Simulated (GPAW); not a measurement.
# Dielectric function and optical constants of CdSe (Cadmoselite), part 2 of 2

Aim: the dielectric function of CdSe (Cadmoselite), and the optical constants that follow from it. The cell comes from an older database entry, whose edges can differ from later determinations, mostly by under a per cent.

GPAW 26.7.0; DFT, PBE, plane-wave PAW (GPAW data sets), scalar-relativistic, RPA, optical limit.

So far. Step 2 (Ground state): There is a gap, 0.70 eV on this mesh (points off the mesh can give less), so no carriers' term is needed.

The database entry behind the starting cell differs from later determinations by our own check (inner coordinate of an old entry), so it need not match the best structure at ambient conditions.

## Step 4: Dielectric function, RPA

Local fields let the induced charge screen the field inside the cell, which as a rule lowers ε, most along directions where the density is uneven.

This step: DFT, PBE, plane-wave PAW (GPAW data sets), scalar-relativistic, RPA, optical limit (GPAW 26.7.0).

Contents of df.py:

```python
from gpaw.response.df import DielectricFunction

df = DielectricFunction('full.gpw', frequencies={'type': 'nonlinear', 'domega0': 0.03, 'omega2': 8},
                        ecut=60,
                        eta=0.1,
                        nbands=71,
                        txt='df.txt')
for direction in ['x', 'z']:
    df.get_dielectric_function(xc='RPA', direction=direction, filename=f'df_{direction}.csv')
```

Started as:

```console
$ OMP_NUM_THREADS=1 python df.py
```

Numbers of over 12 decimals in the logs are rounded to 6 here.

Log:

```text
Using integrator: PointIntegrator
NonLinearFrequencyDescriptor(from 0.000 to 45.517 eV, 453 points)
Nonperiodic BCs:  [False False False]
Using integrator: PointIntegrator
NonLinearFrequencyDescriptor(from 0.000 to 45.517 eV, 453 points)
Nonperiodic BCs:  [False False False]

Calculating chi0 body with:
    Ground state adapter containing:
    Number of spins: 1
    Number of kpoints: 405
    Number of irreducible kpoints: 50
    Number of completely occupied states: 18
    Number of partially occupied states: 18

    Linear response parametrization:
    q_c: [0.0, 0.0, 0.0]
    Number of frequency points: 453
    Planewave cutoff: 60.0
    Number of bands: 71
    Number of planewaves: 123
    Broadening (eta): 0.1

Integrating chi0 body.

Symmetries of q_c:
    Direct symmetries (Uq -> q): 6
    Indirect symmetries (TUq -> q): 6
In total 12 allowed symmetries.

50 groups of equivalent kpoints. 87.654321% reduction.

Integral kind: spectral function

Calculating chi0 optical extensions with:
    Ground state adapter containing:
    Number of spins: 1
    Number of kpoints: 405
    Number of irreducible kpoints: 50
    Number of completely occupied states: 18
    Number of partially occupied states: 18

    Linear response parametrization:
    Number of frequency points: 453
    Planewave cutoff: 60.0
    Number of bands: 71
    Number of planewaves: 123
    Broadening (eta): 0.1
Integrating chi0 head and wings.

Symmetries of q_c:
    Direct symmetries (Uq -> q): 6
    Indirect symmetries (TUq -> q): 6
In total 12 allowed symmetries.

50 groups of equivalent kpoints. 87.654321% reduction.

Integral kind: spectral function wings
```

It took 40 s on 1 thread of Arm Neoverse V2, shared host; peak memory 0.57 GiB.

Read-outs, printed or worked out from the files:

* electronic dielectric constant ε∞, mean over x, y and z (by symmetry where fewer were run): 8.195

Some rows of df_x.csv (energy; Re and Im without local fields; Re and Im with them):

```text
0.000000, 8.986250, -0.000000, 8.188629, -0.000000
0.555532, 10.771541, 2.106529, 9.958113, 2.091126
1.143969, 7.337122, 0.558132, 6.470409, 0.542793
1.768324, 6.435780, 1.557106, 5.508088, 1.518390
2.431988, 8.017737, 2.174987, 6.918009, 2.037553
3.138794, 6.341460, 3.857606, 5.228095, 3.598122
3.893091, 5.743695, 7.431761, 4.982381, 6.748676
4.699832, 2.150550, 8.538710, 1.710098, 7.684023
5.564682, 4.182154, 6.693954, 2.914040, 5.093785
6.494155, -0.044002, 6.690677, 0.297104, 4.868500
7.495775, -2.210584, 6.137969, 0.032343, 4.933213
8.578281, -2.132582, 2.621406, -1.444586, 2.818090
9.751884, -1.301503, 1.714024, -0.900793, 1.821445
11.028587, -0.867531, 1.401912, -0.371030, 1.421926
12.422601, -0.205281, 0.778724, -0.134500, 0.811284
13.950874, -0.033350, 0.879616, 0.190778, 0.811942
15.633783, 0.088115, 0.675090, 0.326908, 0.600198
17.496047, 0.268302, 0.527442, 0.510673, 0.475247
19.567954, 0.394309, 0.367599, 0.527040, 0.382239
```

The Im ε has structure finer than the step of the table below, so its rows give means over 0.5 eV, whole bins alone (the curve runs from 0 to 21.9 eV). Peaks (eV: height): E ∥ x 0.68: 5.76, 1.59: 3.86, 3.06: 4.89, 3.85: 7.09, 4.56: 8.82, 5.08: 6.43, 6.28: 6.83; E ∥ z 0.72: 6.07, 3.64: 8.29, 4.16: 11.2, 4.56: 9.92, 5.08: 5.64, 6.39: 6.58, 7.73: 5.54.

Sum at mesh points, not converged in k; values under the direct gap are tails of Lorentzian lines. Table of Im ε by photon energy; means over each step:

| photon energy (eV) | E ∥ x | E ∥ z |
| --- | --- | --- |
| 0.5 | 2.21 | 2.17 |
| 1.0 | 1.28 | 1.46 |
| 1.5 | 2.08 | 2.53 |
| 2.0 | 1.87 | 1.33 |
| 2.5 | 2.31 | 2.40 |
| 3.0 | 4.04 | 3.37 |
| 3.5 | 4.72 | 4.45 |
| 4.0 | 5.99 | 7.93 |
| 4.5 | 7.38 | 8.62 |
| 5.0 | 5.92 | 4.80 |
| 5.5 | 4.53 | 3.75 |
| 6.0 | 5.84 | 4.88 |
| 6.5 | 5.47 | 6.35 |
| 7.0 | 4.87 | 4.29 |
| 7.5 | 4.85 | 4.73 |
| 8.0 | 4.04 | 3.76 |
| 8.5 | 2.92 | 2.82 |
| 9.0 | 2.35 | 2.10 |
| 9.5 | 1.97 | 2.00 |
| 10.0 | 1.54 | 1.71 |
| 10.5 | 1.35 | 1.22 |
| 11.0 | 1.37 | 1.27 |
| 11.5 | 1.19 | 0.995 |
| 12.0 | 0.939 | 0.885 |
| 12.5 | 0.799 | 0.891 |
| 13.0 | 0.754 | 0.796 |
| 13.5 | 0.719 | 0.675 |
| 14.0 | 0.787 | 0.911 |
| 14.5 | 0.652 | 0.830 |
| 15.0 | 0.583 | 0.608 |
| 15.5 | 0.569 | 0.620 |
| 16.0 | 0.514 | 0.519 |
| 16.5 | 0.465 | 0.413 |
| 17.0 | 0.464 | 0.453 |
| 17.5 | 0.480 | 0.416 |
| 18.0 | 0.500 | 0.385 |
| 18.5 | 0.411 | 0.387 |
| 19.0 | 0.427 | 0.397 |
| 19.5 | 0.398 | 0.385 |
| 20.0 | 0.386 | 0.377 |
| 20.5 | 0.424 | 0.462 |
| 21.0 | 0.405 | 0.433 |
| 21.5 | 0.360 | 0.394 |

The reflectivity at normal incidence has structure finer than the step of the table below, so its rows give means over 0.5 eV, whole bins alone (the curve runs from 0 to 21.9 eV). Peaks (eV: height): E ∥ x 3.85: 30.0, 4.61: 34.8, 5.12: 30.3, 6.33: 34.0, 6.99: 32.4, 8.15: 39.9, 8.58: 38.4; E ∥ z 3.64: 33.6, 4.65: 43.1, 6.76: 36.5, 7.91: 45.1, 8.58: 38.6, 10.17: 36.3, 11.10: 29.9.

Sum at mesh points, not converged in k. The reflectivity at normal incidence by photon energy; means over each step:

| photon energy (eV) | E ∥ x (%) | E ∥ z (%) |
| --- | --- | --- |
| 0.5 | 26.3 | 26.5 |
| 1.0 | 17.9 | 18.0 |
| 1.5 | 22.3 | 23.2 |
| 2.0 | 21.2 | 19.0 |
| 2.5 | 22.1 | 22.0 |
| 3.0 | 24.1 | 23.0 |
| 3.5 | 26.7 | 27.9 |
| 4.0 | 27.0 | 32.7 |
| 4.5 | 31.4 | 37.5 |
| 5.0 | 28.7 | 27.0 |
| 5.5 | 22.9 | 20.6 |
| 6.0 | 27.6 | 23.3 |
| 6.5 | 30.2 | 32.0 |
| 7.0 | 30.1 | 31.9 |
| 7.5 | 30.5 | 28.1 |
| 8.0 | 38.2 | 39.0 |
| 8.5 | 36.2 | 35.3 |
| 9.0 | 33.3 | 32.3 |
| 9.5 | 33.4 | 29.6 |
| 10.0 | 32.4 | 31.8 |
| 10.5 | 25.9 | 28.3 |
| 11.0 | 24.4 | 25.9 |
| 11.5 | 25.9 | 23.5 |
| 12.0 | 25.8 | 17.9 |
| 12.5 | 20.9 | 16.9 |
| 13.0 | 16.4 | 17.2 |
| 13.5 | 13.0 | 9.60 |
| 14.0 | 12.8 | 10.3 |
| 14.5 | 13.4 | 14.8 |
| 15.0 | 11.2 | 12.5 |
| 15.5 | 8.68 | 9.89 |
| 16.0 | 8.82 | 10.9 |
| 16.5 | 6.76 | 7.21 |
| 17.0 | 5.22 | 5.81 |
| 17.5 | 4.64 | 5.05 |
| 18.0 | 5.54 | 4.25 |
| 18.5 | 4.56 | 3.58 |
| 19.0 | 3.83 | 2.93 |
| 19.5 | 3.78 | 3.06 |
| 20.0 | 3.00 | 2.22 |
| 20.5 | 3.12 | 2.90 |
| 21.0 | 3.46 | 3.18 |
| 21.5 | 3.05 | 2.87 |

The Im ε, E ∥ x has structure finer than the step of the table below, so its rows give means over 1 eV, whole bins alone (the curve runs from 0 to 21.9 eV). Peaks (eV: height): without local fields 0.7: 5.78, 1.6: 3.97, 3.0: 5.34, 3.8: 7.98, 4.5: 10.3, 5.1: 7.71, 6.2: 9.62; with local fields 0.7: 5.76, 1.6: 3.86, 3.1: 4.89, 3.8: 7.09, 4.6: 8.82, 5.1: 6.43, 6.3: 6.83.

Sum at mesh points, not converged in k; values under the direct gap are tails of Lorentzian lines. Im ε, E ∥ x against photon energy; means over each step:

| photon energy (eV) | without local fields | with local fields |
| --- | --- | --- |
| 1 | 1.89 | 1.87 |
| 2 | 2.34 | 2.24 |
| 3 | 3.88 | 3.49 |
| 4 | 7.12 | 6.11 |
| 5 | 7.08 | 6.06 |
| 6 | 7.93 | 5.65 |
| 7 | 6.67 | 4.85 |
| 8 | 4.10 | 4.05 |
| 9 | 2.29 | 2.36 |
| 10 | 1.57 | 1.58 |
| 11 | 1.36 | 1.34 |
| 12 | 0.841 | 0.958 |
| 13 | 0.806 | 0.747 |
| 14 | 0.791 | 0.748 |
| 15 | 0.653 | 0.583 |
| 16 | 0.547 | 0.524 |
| 17 | 0.482 | 0.460 |
| 18 | 0.403 | 0.480 |
| 19 | 0.393 | 0.417 |
| 20 | 0.364 | 0.392 |
| 21 | 0.345 | 0.403 |

The loss function −Im 1/ε at q → 0 has structure finer than the step of the table below, so its rows give means over 1 eV, whole bins alone (the curve runs from 0 to 21.9 eV). Peaks (eV: height): E ∥ x 13.3: 1.39, 15.1: 1.55, 15.9: 1.51, 18.2: 1.18; E ∥ z 11.9: 1.24, 12.5: 1.28, 13.3: 1.58, 15.1: 1.54, 16.2: 1.68, 21.1: 0.828.

Sum at mesh points, not converged in k; values under the direct gap are tails of Lorentzian lines. Loss function −Im 1/ε at q → 0 against energy loss; means over each step:

| energy loss (eV) | E ∥ x | E ∥ z |
| --- | --- | --- |
| 1 | 0.0357 | 0.0369 |
| 2 | 0.0444 | 0.0467 |
| 3 | 0.0551 | 0.0490 |
| 4 | 0.0873 | 0.0734 |
| 5 | 0.154 | 0.188 |
| 6 | 0.154 | 0.160 |
| 7 | 0.205 | 0.215 |
| 8 | 0.230 | 0.237 |
| 9 | 0.356 | 0.392 |
| 10 | 0.540 | 0.521 |
| 11 | 0.698 | 0.789 |
| 12 | 0.984 | 1.07 |
| 13 | 1.32 | 1.28 |
| 14 | 1.28 | 1.02 |
| 15 | 1.47 | 1.43 |
| 16 | 1.38 | 1.53 |
| 17 | 1.13 | 1.20 |
| 18 | 1.07 | 0.991 |
| 19 | 0.941 | 0.818 |
| 20 | 0.815 | 0.700 |
| 21 | 0.850 | 0.802 |

Optical constants at common wavelengths, from n + ik = √ε:

| wavelength (nm) | n x | k x | R (%) x | 1/α x | n z | k z | R (%) z | 1/α z |
| --- | --- | --- | --- | --- | --- | --- | --- | --- |
| 1064 | 2.57 | 0.106 | 19.4 | 803 nm | 2.56 | 0.115 | 19.3 | 739 nm |
| 633 | 2.67 | 0.206 | 21.0 | 244 nm | 2.47 | 0.175 | 18.2 | 288 nm |
| 532 | 2.54 | 0.420 | 20.0 | 101 nm | 2.62 | 0.438 | 21.2 | 97 nm |
| 450 | 2.94 | 0.591 | 25.9 | 61 nm | 2.81 | 0.493 | 23.9 | 73 nm |
| 405 | 2.60 | 0.934 | 24.8 | 35 nm | 2.64 | 0.724 | 23.3 | 44 nm |
| 365 | 2.92 | 0.570 | 25.5 | 51 nm | 2.95 | 0.367 | 25.0 | 79 nm |
| 193 | 1.65 | 1.656 | 32.4 | 9.3 nm | 1.98 | 1.640 | 31.6 | 9.4 nm |

Below the direct gap, k and the depth come from the tails of the Lorentzian lines, not from transitions.

Rows near the edge hang on the gap, which this functional as a rule makes too small, and phonon-assisted absorption is left out.

## Step 5: What came out

| Quantity | Value |
| --- | --- |
| electronic dielectric constant ε∞, mean over x, y and z (by symmetry where fewer were run) (RPA) | 8.19 |

In words: At this level (PBE, RPA) CdSe has a mean ε∞ = 8.19 and n = 2.20 at 1550 nm (E ∥ x). On the mesh the gap is 0.70 eV and the least direct gap 0.70 eV. Local fields change the static value along x from 8.99 to 8.19 (-9 %). The static values by axis are 8.19 (x), 8.21 (z). Excitons and phonon-assisted transitions are missing; PBE gaps are as a rule too small, which pulls the onset down and ε∞ up. In this version of GPAW the matrix elements of the optical limit are incomplete, which can lower ε − 1 by up to a tenth where first-row anions or d states rule, and shift it by more in d metals. The sum runs over mesh points 0.19 Å⁻¹ apart with no interpolation, so peaks are partly noise of the mesh; over so small a direct gap single mesh points weigh heavily, so ε∞, n and their changes from run to run can be far off. Besides steps told in other documents, this task had 1 run with a known fault of program or setting; those not told in a step above aren't shown.

[Machine, clock and banner lines and Python warnings are left out of the logs.]

[Logs are printed without paths, hosts, clocks, repeated set-up lines and the standing remarks that a program may print on its own settings, such as how far it seeks lower states.]

[Hosts, paths, dates, database ids (printed as entryN), source tags and the programs' standing remarks are cut or masked in the printed files.]
